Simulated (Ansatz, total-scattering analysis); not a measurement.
**The surroundings of H by a first difference**

Two samples of ethanol (12 ethanol; C 22.2, O 11.1, H 66.7 atom %; 300 K, fixed volume (mean pressure 0.5 GPa); ρ₀ = 0.0929 Å⁻³) differ only in the isotope of H: D (b = 6.6681 fm) and H (b = -3.7395 fm). Other lengths: C 6.6472, O 5.8037 fm. The data are simulated by ab initio molecular dynamics with Ansatz (PBE, plane waves, PAW default files, Langevin thermostat, no spin, fixed volume, H with the mass of D). The average runs over 0.65 ps of 108 atoms, so shells between rare elements are rough. Mean temperature 292 K, largest m.s.d. 1.42 Å², energy drift +2 meV an atom (last third less first, no steady trend), Langevin friction 10 ps⁻¹; the first quarter of the run is discarded. Start: last frame of a classical run of this cell at the same density and temperature. So short a stretch relaxes bonds and nearest shells but still remembers its start. It is a liquid as far as so short a run tells. The partials come from the cell's reciprocal vectors below 4 Å⁻¹ and from g(r) above; absorption, incoherent and inelastic scattering are left out. F(Q) = Σ ci cj bi bj (Sij − 1), in barn per steradian and atom:

| Q (Å⁻¹) | 2H | 1H | difference |
| --- | --- | --- | --- |
| 0.6 | -0.359 | -0.213 | -0.146 |
| 0.9 | -0.306 | -0.190 | -0.117 |
| 1.2 | 0.130 | -0.178 | 0.308 |
| 1.5 | 0.560 | -0.127 | 0.686 |
| 1.8 | 0.032 | -0.095 | 0.127 |
| 2.1 | -0.062 | -0.100 | 0.038 |
| 2.4 | -0.084 | -0.059 | -0.025 |
| 2.7 | -0.048 | -0.038 | -0.010 |
| 3.0 | -0.025 | -0.010 | -0.015 |
| 3.3 | -0.022 | 0.002 | -0.025 |
| 3.6 | -0.033 | 0.015 | -0.048 |
| 3.9 | -0.070 | 0.012 | -0.082 |
| 4.2 | -0.074 | 0.023 | -0.096 |
| 4.5 | -0.085 | 0.059 | -0.144 |
| 4.8 | -0.092 | 0.094 | -0.187 |
| 5.1 | -0.092 | 0.105 | -0.197 |
| 5.4 | -0.063 | 0.086 | -0.149 |
| 5.7 | -0.013 | 0.044 | -0.057 |
| 6.0 | 0.027 | -0.006 | 0.033 |
| 6.3 | 0.044 | -0.049 | 0.093 |
| 6.6 | 0.053 | -0.074 | 0.127 |
| 6.9 | 0.063 | -0.080 | 0.143 |
| 7.2 | 0.066 | -0.068 | 0.135 |
| 7.5 | 0.057 | -0.046 | 0.103 |
| 7.8 | 0.044 | -0.020 | 0.064 |
| 8.1 | 0.035 | 0.001 | 0.033 |
| 8.4 | 0.021 | 0.014 | 0.007 |
| 8.7 | 0.002 | 0.019 | -0.016 |
| 9.0 | -0.015 | 0.016 | -0.031 |
| 9.3 | -0.026 | 0.010 | -0.035 |
| 9.6 | -0.034 | 0.007 | -0.041 |
| 9.9 | -0.041 | 0.013 | -0.054 |
| 10.2 | -0.044 | 0.024 | -0.068 |
| 10.5 | -0.043 | 0.032 | -0.075 |
| 10.8 | -0.038 | 0.032 | -0.071 |

The first difference in real space, ΔG(r), in barn (from the pair functions, so without the broadening of a finite Q range):

```tsv
r (Å)	first difference G(r)
0.50	-0.428
0.58	-0.428
0.66	-0.428
0.74	-0.428
0.82	-0.428
0.90	-0.413
0.98	0.913
1.06	2.760
1.14	2.868
1.22	-0.393
1.30	-0.428
1.38	-0.428
1.46	-0.424
1.54	-0.412
1.62	-0.350
1.70	-0.113
1.78	0.137
1.86	-0.123
1.94	-0.138
2.02	0.101
2.10	0.519
2.18	0.580
2.26	-0.003
2.34	-0.230
2.42	-0.200
2.50	-0.141
2.58	-0.122
2.66	-0.123
2.74	-0.127
2.82	-0.116
2.90	-0.129
2.98	-0.105
3.06	-0.069
3.14	-0.070
3.22	-0.069
3.30	-0.028
3.38	-0.018
3.46	-0.031
3.54	-0.057
```

Q: What does the difference say of the neighbours of H?

Pairs without H cancel. ΔG(r) = Σ W [g(r) − 1] with W = 2 c(H) c(j) b(j) Δb, and c(H)² (b₁² − b₂²) for H–H: H–C 0.2050, H–O 0.0895, H–H 0.1355 barn. At small r, ΔG → −ΣW = -0.430; in this finite cell the H–H term carries (N − 1)/N with N = 72 atoms of H, which gives -0.428.

The first feature holds O–H (0.99 Å, 0.2 neighbours by the coordinates) and C–H (1.10 Å, 0.8 neighbours by the coordinates) together, so its area gives only their weighted sum.

Shells of H from the coordinates: O–H at 0.99 Å, 0.2 neighbours to 1.26 Å; C–H at 1.10 Å, 0.8 neighbours to 1.42 Å; H–H at 1.78 Å, 1.4 neighbours to 2.02 Å (first peaks with a usable minimum only). Counts average over all H, whatever molecule they sit on, and second peaks of a pair (H two bonds away, hydrogen bonds) add features between 1.5 and 2.5 Å that aren't listed. The structure is taken to be the same for both isotopes, which holds least well for H and D.

[Logs are printed without paths, hosts, clocks, repeated set-up lines and the standing remarks that a program may print on its own settings, such as how far it seeks lower states.]
